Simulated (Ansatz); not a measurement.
**Moving the knobs of a GW run on LiNbO3 (R3c)**

Aim: change settings of a G0W0 run on LiNbO3 (R3c) and see what moves.

Main program and level: Ansatz 0.2.0; G0W0 on PBE, plane waves, PAW.

## (1) The structure

The structure is trigonal, space group R3c (No. 161). The conventional cell has a = 5.152 Å, b = 5.152 Å, c = 13.869 Å, α = 90.00°, β = 90.00°, γ = 120.00°. Li has 6 O at 2.07 to 2.24 Å nearest. Nearest to Nb lie 6 O at 1.88 to 2.13 Å. O has 2 Nb at 1.88 to 2.13 Å and 2 Li at 2.07 to 2.24 Å nearest. Farther neighbours and most contacts between anions are not listed.

The cell and positions come from the Crystallography Open Database and are kept as given unless a step says otherwise. The default PAW set here is soft_2. Its files were made with PBE.

## (2) The base run: 2×2×2 mesh, 226 empty bands, screening to 96 eV

Now the one-shot GW correction: screening in the RPA, then the self-energy of the levels asked for.

File input.yaml:

```yaml
crystal:
  lattice:
    - [2.5758, 1.4871388234, 4.623]
    - [-2.5758, 1.4871388234, 4.623]
    - [0.0, -2.9742776468, 4.623]
  atoms:
    - { symbol: Li, position: [0.2815, 0.2815, 0.2815] }
    - { symbol: Li, position: [0.7815, 0.7815, 0.7815] }
    - { symbol: Nb, position: [5.5e-05, 5.5e-05, 5.5e-05] }
    - { symbol: Nb, position: [0.500055, 0.500055, 0.500055] }
    - { symbol: O, position: [0.11231, 0.35836, 0.71959] }
    - { symbol: O, position: [0.71959, 0.11231, 0.35836] }
    - { symbol: O, position: [0.35836, 0.71959, 0.11231] }
    - { symbol: O, position: [0.21959, 0.85836, 0.61231] }
    - { symbol: O, position: [0.85836, 0.61231, 0.21959] }
    - { symbol: O, position: [0.61231, 0.21959, 0.85836] }
kpoints:
  mp_grid: { grid: [2, 2, 2] }
hamiltonian:
  xc: pbe
scf:
  occupations: { method: fixed }
gw:
  n_empty_bands: 226
  ecut_chi: 96
  qp_bands: [v3, c3]
  qp_kpoints: band_edges
  screening: { model: contour_deformation }
```

The run is started by

```bash
> ansatz run input.yaml --threads 3 --pin off --max-ram 92160MiB --backend cuda --events-out ev --progress --plain --runs-dir out --devices 1 --max-vram 13GiB
```

Numbers of over 12 decimals in the logs are rounded to 6 here.

What it wrote:

```text
GPUs: using 1 of 1 available (devices: 1).
Engine: ansatz 0.2.0, x86_64-unknown-linux-gnu
Pseudopotentials: kind: paw
Pseudopotential: Li, paw, valence charge 3, recommended cutoff 420 eV (normal), Li.paw.azcp
Pseudopotential: Nb, paw, valence charge 13, recommended cutoff 420 eV (normal), Nb.paw.azcp
Pseudopotential: O, paw, valence charge 6, recommended cutoff 420 eV (normal), O.paw.azcp
Functional definition: PBE
  parameter kappa = 0.804
  parameter beta = 0.066725
  exchange = pbe_x(kappa = kappa, mu = beta*pi^2/3)
  correlation = pbe_c(beta = beta)
concurrent solve slots: 2 of 3 are kept, ahead of what memory takes: no pass of the eigensolver takes more rounds on 2
device memory: the entry about to start is reckoned to put 1.7 GiB on a device that reports 48.6 GiB free (of which the cap on the GPU budget leaves the run 13.0 GiB)
GPU FFT provider: cuFFT
GPU libraries: cuBLAS 13.8.2, cuFFT 12.4.0, cuSOLVER 12.3.4
Crystal: 10 atoms, lattice volume = 106.252 Å³
Basis set: ecut = 420 eV, 2091 PW (Γ)
Bands: 44, of which v1, the nominal top of the filled ones, is band 34 counted from 1 (33 counted from 0)
Symmetry: 6 space group operations
Space group: R3c (ITA 161), of the structure as read, at distance tolerance 4.7e-5 Å
k-points: 4 of 8
Non-local potential: Li, projectors of the file, l = 0: 3, l = 1: 2, l = 2: 1
Non-local potential: Nb, projectors of the file, l = 0: 3, l = 1: 2, l = 2: 2, l = 3: 1
Non-local potential: O, projectors of the file, l = 0: 2, l = 1: 2, l = 2: 1
PAW form: soft (Blöchl's): semilocal exchange-correlation on the pseudo side does not see the compensation charge
PAW one-centre angular grid: Li, 110 points (default); XC on 64 Gauss nodes
PAW one-centre angular grid: Nb, 590 points (default); XC on 64 Gauss nodes
PAW one-centre angular grid: O, 110 points (default); XC on 64 Gauss nodes
Initial density: superposition of atomic densities (neutral atoms: chi_scale 0, normalization atom), corrected by the library's trained network
Initial wavefunctions: pseudopotential atomic-orbital guess
GPU buffer pool allocated for 64000 grid points (all kernels)
GPU transforms: local potential and band sums: pruned to the plane-wave sphere, on 40×40×40
Functional: x = pbe(κ = 0.804, μ = 0.219515), c = pbe(β = 0.066725)
SCF iter   1: F=—  HF=-12929.393878 eV  |F-HF|=—  |Δ(HF+E_count)|=         —  Δρ=1.74e-3  dr2=9.71e-4  ethr=1.77e-3  ⟨swp⟩=4.8  Hψ=620  notcnv=0  defer=29
preconditioner: auto → Resta (q_TF=auto, 2.533 Å⁻¹)  ε∞=5.5  [insulator: Δε(μ)=3.614 eV  Ē_g=11.741 eV  n_scr=26 (ndim 8)  ℏωp=25.0 eV  f_vac=0.019  ε∞_Penn≈5.5]
SCF iter   2: F=—  HF=-12929.395107 eV  |F-HF|=—  |Δ(HF+E_count)|=   1.23e-3  Δρ=9.48e-4  dr2=2.83e-4  ethr=1.43e-6  ⟨swp⟩=2.0  Hψ=321  notcnv=0  defer=32
[...]
device memory: the entry about to start is reckoned to put 0.7 GiB on a device that reports 48.4 GiB free (of which the cap on the GPU budget leaves the run 13.0 GiB)
NSCF: frozen V_eff on 1 k-points
device memory: the entry about to start is reckoned to put 0.7 GiB on a device that reports 48.4 GiB free (of which the cap on the GPU budget leaves the run 13.0 GiB)
NSCF: frozen V_eff on 1 k-points
SCF converged after 7 iterations
Free energy (F): -12929.395850 eV
Harris-Foulkes:  -12929.395850 eV  (|F-HF|=6.04e-9)
Internal energy: -12929.395850 eV  (E = F + TS)
E sigma→0 (E₀):  -12929.395850 eV
Fermi energy:    7.262758 eV
--- Per-component energies (eV) ---
  E_band       = -522.431380
  E_kinetic    = 1888.537908
  E_local      = -4295.333150  (includes V_loc(G=0)·N_el)
  E_nonlocal   = 450.293487
  E_hartree    = 1453.833572
  E_xc         = -818.460971
  E_vxc        = -1022.331002  (∫ρ·V_xc dr)
  E_paw        = -7134.367134  (= ΣΔE_a)
  E_vpaw       = -451.281922  (= ΣTr[D̂ρ^β])
  E_aug_tail   = 0.014768  (compensation charges beyond the density's cutoff)
  E_ewald      = -4473.914330
  E_smearing   = -0.000000  (= −TS)
  E_closure    = -0.000000  (closes the sum)
  Σ components = -12929.395850   (vs F -12929.395850, Δ=0.00e0)
--- Band table (eV) ---
  k-point 0: bands = [... 30 lower, 6.5738, 6.7928, 7.2628, 7.2628, 10.8702, 10.8702, 11.3393, 12.4531, ... 6 higher]
  k-point 1: bands = [... 30 lower, 6.9742, 6.9742, 7.0491, 7.0491, 11.1773, 11.1773, 12.0016, 12.0016, ... 6 higher]
  k-point 2: bands = [... 30 lower, 6.5604, 6.6244, 6.7978, 7.0790, 10.9593, 11.4465, 11.8968, 11.9442, ... 6 higher]
  k-point 3: bands = [... 30 lower, 6.9511, 6.9511, 6.9511, 6.9511, 11.9242, 11.9242, 12.1242, 12.1242, ... 6 higher]
--- G₀W₀: contour deformation, 6 samples at zero and on the imaginary axis and 1 off it, 8 q-points, 226 empty bands' worth ---
  eigenvalues of the whole cell's RPA ε∞ on this k-mesh (on a slab, of 1 + 4πα/V) = 5.2416, 5.2416, 5.2753; static W/v taken at q = 0 is 0.190394
  gw.qp_kpoints: band_edges: 4 of 4 stored k-points solved, in 1 pass; an edge of the gap read off the rows below is read off those points alone
    ik  band        ε_KS         Σx   Σc(E_QP)       V_xc       Z   E_QP_lin       E_QP  E_QP is
     0    32      6.7928   -26.0545     5.0346   -20.5720  0.7338     6.3412     6.3449  root
     0    33      7.2628   -25.9173     4.8736   -20.6770  0.7333     6.8938     6.8961  root
     0    34      7.2628   -25.9173     4.8736   -20.6770  0.7333     6.8938     6.8961  root
     0    35     10.8702   -13.6130    -4.8959   -19.6736  0.7742    12.0546    12.0348  root
     0    36     10.8702   -13.6130    -4.8959   -19.6736  0.7742    12.0546    12.0348  root
     0    37     11.3393   -13.8972    -4.8518   -19.9121  0.7678    12.5236    12.5023  root
     1    32      6.9742   -25.8924     4.8970   -20.5906  0.7332     6.5666     6.5695  root
     1    33      7.0491   -25.8078     4.8998   -20.5020  0.7321     6.6401     6.6431  root
[...]
3    34      6.9511   -25.6689     4.8860   -20.3738  0.7311     6.5390     6.5420  root
     3    35     11.9242   -13.7806    -5.2347   -20.2092  0.7604    13.1437    13.1180  root
     3    36     11.9242   -13.7806    -5.2347   -20.2092  0.7604    13.1437    13.1180  root
     3    37     12.1242   -14.6846    -5.1332   -21.1013  0.7555    13.4388    13.4078  root
```

The job ended after 15 s (1 × NVIDIA H100 80GB HBM3 (shared by 6 runs) with 3 threads of AMD EPYC 7R13 (Zen 3), shared host; peak memory 1.1 GiB).

Numbers from this step:

```
bands summed                                 : 260
RPA ε∞ on this mesh (eigenvalues)            : 5.242, 5.242, 5.275
plane waves in the screening matrix          : 211
q-points in the mesh                         : 8
G0W0 gap on the mesh                         : 5.139 eV
k of the valence top                         : 0, 0, 0
k of the conduction bottom                   : 0, 0, 0
starting gap on the mesh                     : 3.607 eV
Z at the valence top                         : 0.7333
Z at the conduction bottom                   : 0.7742
least direct G0W0 gap on the computed points : 5.139 eV
```

The gap on the mesh goes from 3.61 eV to 5.14 eV, a correction of +1.53 eV. Between the two edge states, bare exchange in place of the xc potential would open the gap by 11.30 eV, and correlation takes back 9.77 eV.

## (3) Variant: wavefunction cutoff

input.yaml: that of step 2 with these lines changed.

```diff
@@ -23,4 +23,4 @@
 gw:
-  n_empty_bands: 226
-  ecut_chi: 96
+  n_empty_bands: 241
+  ecut_chi: 100
   qp_bands: [v3, c3]
@@ -28 +28,3 @@
   screening: { model: contour_deformation }
+basis:
+  ecutwfc: 350
```

What it wrote:

```text
Warning: basis.ecutwfc = 350 eV is below the records' recommended 420 eV, and the density's cutoff is lower with it unless basis.ecutrho_ratio is high enough to keep the records' density cutoff: compare with a run at a higher cutoff
GPUs: using 1 of 1 available (devices: 1).
[...]
GPU FFT provider: cuFFT
GPU libraries: cuBLAS 13.8.2, cuFFT 12.4.0, cuSOLVER 12.3.4
Crystal: 10 atoms, lattice volume = 106.252 Å³
Basis set: ecut = 350 eV, 1593 PW (Γ)
Bands: 44, of which v1, the nominal top of the filled ones, is band 34 counted from 1 (33 counted from 0)
Symmetry: 6 space group operations
[...]
k-points: 4 of 8
[...]
GPU buffer pool allocated for 46656 grid points (all kernels)
[...]
SCF iter   1: F=—  HF=-12928.854818 eV  |F-HF|=—  |Δ(HF+E_count)|=         —  Δρ=5.88e-3  dr2=6.88e-3  ethr=1.77e-3  ⟨swp⟩=4.5  Hψ=602  notcnv=0  defer=25
[...]
SCF iter   7: F=-12928.863016 eV  HF=-12928.863016 eV  |F-HF|=8.86e-9  |Δ(HF+E_count)|=   9.92e-8  Δρ=2.02e-6  dr2=5.19e-9  ethr=1.47e-10  ⟨swp⟩=9.0  Hψ=587  notcnv=0
SCF 1 converged in 7 iterations: F = -12928.863016 eV  dr2 = 5.19e-9
[...]
NSCF: frozen V_eff on 4 k-points
[...]
G₀W₀ screening: q 1/4
[... further progress lines ...]
[...]
SCF converged after 7 iterations
Free energy (F): -12928.863016 eV
[...]
Internal energy: -12928.863016 eV  (E = F + TS)
E sigma→0 (E₀):  -12928.863016 eV
Fermi energy:    7.260822 eV
[...]
--- Band table (eV) ---
  k-point 0: bands = [... 30 lower, 6.5714, 6.7901, 7.2608, 7.2608, 10.8673, 10.8673, 11.3357, 12.4482, ... 6 higher]
  k-point 1: bands = [... 30 lower, 6.9742, 6.9742, 7.0481, 7.0481, 11.1748, 11.1748, 11.9995, 11.9995, ... 6 higher]
  k-point 2: bands = [... 30 lower, 6.5595, 6.6236, 6.8009, 7.0794, 10.9563, 11.4432, 11.8934, 11.9422, ... 6 higher]
  k-point 3: bands = [... 30 lower, 6.9508, 6.9508, 6.9508, 6.9508, 11.9208, 11.9208, 12.1208, 12.1208, ... 6 higher]
[...]
bands read: the sum over 275 bands ends inside a degenerate multiplet in 2 slots, whose members it reads at an even weight; the widest, k=3: bands 273 to 276 (counted from 1) at 3/4 each
[...]
0    32      6.7901   -26.0452     5.0203   -20.5547  0.7335     6.3158     6.3199  root
     0    33      7.2608   -25.9053     4.8587   -20.6568  0.7329     6.8684     6.8710  root
     0    34      7.2608   -25.9053     4.8587   -20.6568  0.7329     6.8684     6.8710  root
     0    35     10.8673   -13.6094    -4.9083   -19.6689  0.7739    12.0378    12.0185  root
     0    36     10.8673   -13.6094    -4.9083   -19.6689  0.7739    12.0378    12.0185  root
     0    37     11.3357   -13.8931    -4.8692   -19.9068  0.7675    12.5007    12.4801  root
     1    32      6.9742   -25.8780     4.8827   -20.5677  0.7328     6.5433     6.5466  root
     1    33      7.0481   -25.7966     4.8861   -20.4819  0.7317     6.6162     6.6195  root
[...]
3    34      6.9508   -25.6559     4.8715   -20.3517  0.7307     6.5146     6.5181  root
     3    35     11.9208   -13.7775    -5.2516   -20.2043  0.7601    13.1209    13.0960  root
     3    36     11.9208   -13.7775    -5.2516   -20.2043  0.7601    13.1209    13.0960  root
     3    37     12.1208   -14.6794    -5.1455   -21.0937  0.7552    13.4199    13.3896  root
```

Wall time 14 s (1 × NVIDIA H100 80GB HBM3 (shared by 6 runs) with 3 threads); peak memory 1.1 GiB; 6.5 s of CPU time.

The G0W0 gap on the mesh is 5.147 eV.

Against the base:

```
              setting  base  variant
          empty bands   226      241
screening cutoff (eV)    96      100
         typed cutoff     -      350
```

| quantity | variant | base |
| --- | --- | --- |
| starting gap on the mesh | 3.606 | 3.607 |
| G0W0 gap on the mesh | 5.147 | 5.139 |
| least direct G0W0 gap on the computed points | 5.147 | 5.139 |
| Z at the valence top | 0.733 | 0.733 |
| Z at the conduction bottom | 0.774 | 0.774 |

## (4) Variant: accuracy level

input.yaml: that of step 3 with these lines changed.

```diff
@@ -28,3 +28,2 @@
   screening: { model: contour_deformation }
-basis:
-  ecutwfc: 350
+accuracy: high
```

What it wrote:

```text
GPUs: using 1 of 1 available (devices: 1).
[...]
GPU FFT provider: cuFFT
GPU libraries: cuBLAS 13.8.2, cuFFT 12.4.0, cuSOLVER 12.3.4
Crystal: 10 atoms, lattice volume = 106.252 Å³
Basis set: ecut = 420 eV, 2091 PW (Γ)
Bands: 44, of which v1, the nominal top of the filled ones, is band 34 counted from 1 (33 counted from 0)
Symmetry: 6 space group operations
[...]
k-points: 4 of 8
[...]
GPU buffer pool allocated for 91125 grid points (all kernels)
[...]
SCF iter   1: F=—  HF=-12929.393894 eV  |F-HF|=—  |Δ(HF+E_count)|=         —  Δρ=1.74e-3  dr2=9.71e-4  ethr=1.77e-3  ⟨swp⟩=4.8  Hψ=620  notcnv=0  defer=29
[...]
SCF iter   7: F=-12929.395865 eV  HF=-12929.395865 eV  |F-HF|=6.05e-9  |Δ(HF+E_count)|=   1.00e-7  Δρ=2.46e-6  dr2=5.66e-9  ethr=1.47e-10  ⟨swp⟩=9.0  Hψ=585  notcnv=0
SCF 1 converged in 7 iterations: F = -12929.395865 eV  dr2 = 5.66e-9
[...]
G₀W₀ screening: q 1/4
[... further progress lines ...]
[...]
SCF converged after 7 iterations
Free energy (F): -12929.395865 eV
[...]
Internal energy: -12929.395865 eV  (E = F + TS)
E sigma→0 (E₀):  -12929.395865 eV
Fermi energy:    7.262749 eV
[...]
--- Band table (eV) ---
  k-point 0: bands = [... 30 lower, 6.5738, 6.7928, 7.2627, 7.2627, 10.8702, 10.8702, 11.3393, 12.4531, ... 6 higher]
  k-point 1: bands = [... 30 lower, 6.9742, 6.9742, 7.0491, 7.0491, 11.1773, 11.1773, 12.0016, 12.0016, ... 6 higher]
  k-point 2: bands = [... 30 lower, 6.5604, 6.6244, 6.7978, 7.0790, 10.9593, 11.4465, 11.8968, 11.9442, ... 6 higher]
  k-point 3: bands = [... 30 lower, 6.9511, 6.9511, 6.9511, 6.9511, 11.9242, 11.9242, 12.1242, 12.1242, ... 6 higher]
[...]
0    32      6.7928   -26.0545     5.0148   -20.5720  0.7336     6.3211     6.3251  root
     0    33      7.2627   -25.9173     4.8537   -20.6770  0.7330     6.8736     6.8761  root
     0    34      7.2627   -25.9173     4.8537   -20.6770  0.7330     6.8736     6.8761  root
     0    35     10.8702   -13.6130    -4.9152   -19.6736  0.7739    12.0344    12.0155  root
     0    36     10.8702   -13.6130    -4.9152   -19.6736  0.7739    12.0344    12.0155  root
     0    37     11.3393   -13.8972    -4.8756   -19.9121  0.7675    12.4985    12.4784  root
     1    32      6.9742   -25.8924     4.8782   -20.5906  0.7328     6.5474     6.5506  root
     1    33      7.0491   -25.8078     4.8806   -20.5020  0.7317     6.6206     6.6239  root
[...]
3    34      6.9511   -25.6689     4.8662   -20.3738  0.7308     6.5190     6.5223  root
     3    35     11.9242   -13.7806    -5.2587   -20.2091  0.7601    13.1184    13.0940  root
     3    36     11.9242   -13.7806    -5.2587   -20.2091  0.7601    13.1184    13.0940  root
     3    37     12.1242   -14.6846    -5.1532   -21.1013  0.7552    13.4173    13.3877  root
```

Elapsed: 10 s, on 1 × NVIDIA H100 80GB HBM3 (shared by 6 runs) with 3 threads; peak memory 1.1 GiB; 7.6 s of CPU time.

The G0W0 gap on the mesh is 5.139 eV.

Against the base:

```csv
setting,base,variant
empty bands,226,241
screening cutoff (eV),96,100
accuracy,-,high
```

```csv
quantity,variant,base
starting gap on the mesh,3.607,3.607
G0W0 gap on the mesh,5.139,5.139
least direct G0W0 gap on the computed points,5.139,5.139
Z at the valence top,0.733,0.733
Z at the conduction bottom,0.774,0.774
```

## (5) Results

```json
{"base": "5.14 eV, 15 s", "wavefunction cutoff": "5.15 eV, 14 s", "accuracy level": "5.14 eV, 10 s"}
```

**Reading.** Wavefunction cutoff: the gap moves by +0.01 eV (the plane-wave cutoff goes from 420 to 350 eV). The variant differs from the base in empty bands, screening cutoff and typed cutoff together, so the change can't be laid to one of them. Accuracy level: the gap moves by +0.001 eV. The variant differs from the base in empty bands, screening cutoff and accuracy together, so the change can't be laid to one of them. All runs here use a coarse mesh and modest cutoffs; they test settings and are not final values. The 2×2×2 mesh is coarse for this cell (its supercell is 11 Å along the shortest edge). The RPA ε∞ on it, from the PBE start, is 5.24 and 5.28; such meshes misread the long-range screening, most where the gap is narrow. The many-body steps are scalar-relativistic: spin-orbit coupling is not in them.

[Paths, hosts, dates, memory and timing lines, banners, echoed tables and standing remarks are left out of the program output.]

[Logs are printed without paths, hosts, clocks, repeated set-up lines and the standing remarks that a program may print on its own settings, such as how far it seeks lower states.]

[Runs of the session that timed out or met a known fault of the program may be left out.]

[Cells called generated may have been cut or substituted from an entry of the Crystallography Open Database or the Materials Project.]

[Hosts, paths, dates, database ids (printed as entryN), source tags and the programs' standing remarks are cut or masked in the printed files.]
